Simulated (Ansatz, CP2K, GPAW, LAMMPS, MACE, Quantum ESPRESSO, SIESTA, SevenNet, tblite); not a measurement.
# Liquid Ge at 2600 K (66 atoms): atom by atom

66 atoms (66 Ge) placed at random at 5.27 g/cm³, melted at 3500 K for 10 ps at fixed volume with the Tersoff potential (Tersoff, Phys. Rev. B 39, 5566 (1989)). Snapshot at the end of a hold of 5 ps at 2600 K and fixed volume.

This is the geometry as built. Method: Kohn-Sham DFT, PBE, PAW, plane waves (Ansatz 0.2.0); cutoff 420 eV, Γ point, fermi-dirac smearing of 0.05 eV; density 5.27 g/cm³.

Extended XYZ; positions in Å, forces in eV/Å, q the Löwdin charge in e:

```xyz
66
Lattice="11.473 0.000 0.000 0.000 11.473 0.000 0.000 0.000 11.473" Properties=species:S:1:pos:R:3:charge:R:1:forces:R:3 pbc="T T T"
Ge 0.443 8.534 11.406 0.03 0.805 1.324 1.974
Ge 3.054 0.630 5.062 0.02 0.528 0.090 0.311
Ge 1.348 6.847 1.330 0.00 0.500 -0.314 1.348
Ge 7.210 7.371 5.584 0.08 0.644 0.747 -0.161
Ge 0.168 4.649 1.507 0.00 -0.587 1.060 -0.705
Ge 8.570 2.108 0.978 -0.02 -0.121 0.125 0.200
Ge 5.989 5.292 1.076 -0.01 -0.418 0.424 0.748
Ge 3.579 4.120 4.014 0.00 -0.481 0.890 -0.254
Ge 5.187 6.506 7.597 0.03 -1.472 0.370 0.152
Ge 1.178 3.603 4.788 0.06 0.329 -0.530 0.344
Ge 1.732 5.695 6.118 -0.02 -0.141 -0.123 0.348
Ge 5.205 9.807 7.477 0.03 -0.298 -0.356 -0.188
Ge 6.581 9.740 5.357 0.06 -0.096 0.140 -0.284
Ge 4.534 2.083 3.181 -0.01 -1.435 -1.075 -1.147
Ge 10.070 11.261 4.049 0.09 -0.338 0.196 0.644
Ge 0.388 10.712 1.415 0.03 -1.223 -0.245 -0.928
Ge 6.337 1.768 7.521 0.05 0.980 -0.369 -0.145
Ge 4.134 7.987 3.942 -0.01 0.159 0.221 -0.088
Ge 10.370 7.649 10.020 0.05 -1.541 -0.667 -0.884
Ge 5.834 11.209 9.450 -0.01 -0.709 1.654 0.347
Ge 7.127 5.328 8.129 0.06 0.437 1.796 3.159
Ge 3.967 2.064 7.157 0.02 -0.442 0.766 -0.112
Ge 4.220 4.308 8.773 0.07 0.517 -0.618 -0.061
Ge 6.924 4.518 4.570 0.08 0.850 -0.819 -0.508
Ge 1.903 9.097 9.676 0.03 1.859 1.347 -0.614
Ge 4.330 8.168 9.338 0.06 0.104 0.011 -0.330
Ge 9.747 3.045 8.511 0.00 -0.019 -0.750 -1.301
Ge 6.905 7.667 1.287 0.04 -0.836 0.628 -0.507
Ge 6.306 3.908 10.576 -0.02 -1.290 0.597 -1.159
Ge 7.759 0.496 5.652 -0.05 0.486 -0.400 0.525
Ge 9.833 9.583 2.336 -0.01 0.444 -1.306 -0.600
Ge 1.104 8.910 7.378 0.00 1.094 1.439 -0.617
Ge 9.339 11.062 7.640 0.03 0.295 -0.235 -0.231
Ge 1.976 3.803 9.715 -0.01 -0.754 0.564 -1.057
Ge 3.612 6.056 1.990 0.10 0.273 -0.512 0.858
Ge 8.489 9.055 9.046 -0.01 0.436 -0.354 -0.493
Ge 10.528 3.969 3.614 0.05 0.280 1.615 -0.218
Ge 9.182 7.060 1.700 0.03 -0.261 1.895 2.604
Ge 1.934 1.562 8.672 -0.01 -0.590 1.034 -0.367
Ge 1.691 8.450 3.503 0.00 -0.687 -0.608 -0.694
Ge 3.613 1.950 0.501 0.03 -0.411 -0.238 1.202
Ge 9.618 5.790 11.411 0.01 1.284 -1.783 -1.481
Ge 0.050 4.465 7.946 0.08 2.042 0.975 -0.158
Ge 3.107 0.167 10.119 0.01 1.347 -2.182 0.818
Ge 7.982 3.874 6.767 0.00 0.809 -2.636 -2.019
Ge 10.791 0.970 9.184 0.04 0.332 -0.400 0.743
Ge 1.272 2.818 0.310 0.03 -0.254 0.063 0.644
Ge 3.821 10.956 1.599 0.03 0.859 0.024 -0.356
Ge 6.734 2.091 3.900 0.05 1.251 0.044 0.693
Ge 11.404 7.024 4.734 0.10 0.920 0.015 0.455
Ge 8.699 3.759 10.407 0.06 -0.586 0.621 1.726
Ge 5.869 9.635 2.699 -0.02 -0.178 -0.033 -0.001
Ge 5.950 1.597 11.395 0.11 0.419 -0.733 -0.740
Ge 11.146 7.068 7.667 0.03 0.501 -1.730 -0.040
Ge 6.466 9.029 10.501 0.01 0.288 -0.650 0.847
Ge 10.772 1.231 0.290 0.01 0.551 -0.509 -0.960
Ge 0.220 10.876 5.999 0.03 -1.312 -1.464 0.073
Ge 9.153 6.252 4.108 -0.04 -0.736 -0.715 -0.765
Ge 5.110 6.022 5.152 0.02 -1.089 0.216 0.000
Ge 3.244 9.473 5.989 0.05 0.049 0.189 -0.259
Ge 9.886 2.346 5.758 0.06 0.289 -0.091 1.536
Ge 0.988 1.531 6.401 0.06 0.309 1.666 -0.843
Ge 8.849 7.050 7.375 0.04 -1.575 0.670 0.452
Ge 7.998 10.974 1.657 0.03 -1.044 0.246 -0.244
Ge 9.198 2.060 3.468 0.08 -1.011 -0.813 -1.834
Ge 1.979 10.986 3.137 0.00 -0.333 -0.403 0.607
```

The network of bonds at the start is that of the classical potential that made the cell, and needn't be the one that DFT or experiment would give. Only the Γ point is sampled, in a cell whose shortest periodic width is 11 Å, which is coarse for a cell with partly filled levels. The Löwdin charges lack the electrons that the projection spills, 0.027 e an atom on average.

The r.m.s. force component is 0.900 eV/Å; the longest force, 3.66 eV/Å, acts on Ge21.

[Logs are printed without paths, hosts, clocks, repeated set-up lines and the standing remarks that a program may print on its own settings, such as how far it seeks lower states.]

[Hosts, paths, dates, database ids (printed as entryN), source tags and the programs' standing remarks are cut or masked in the printed files.]
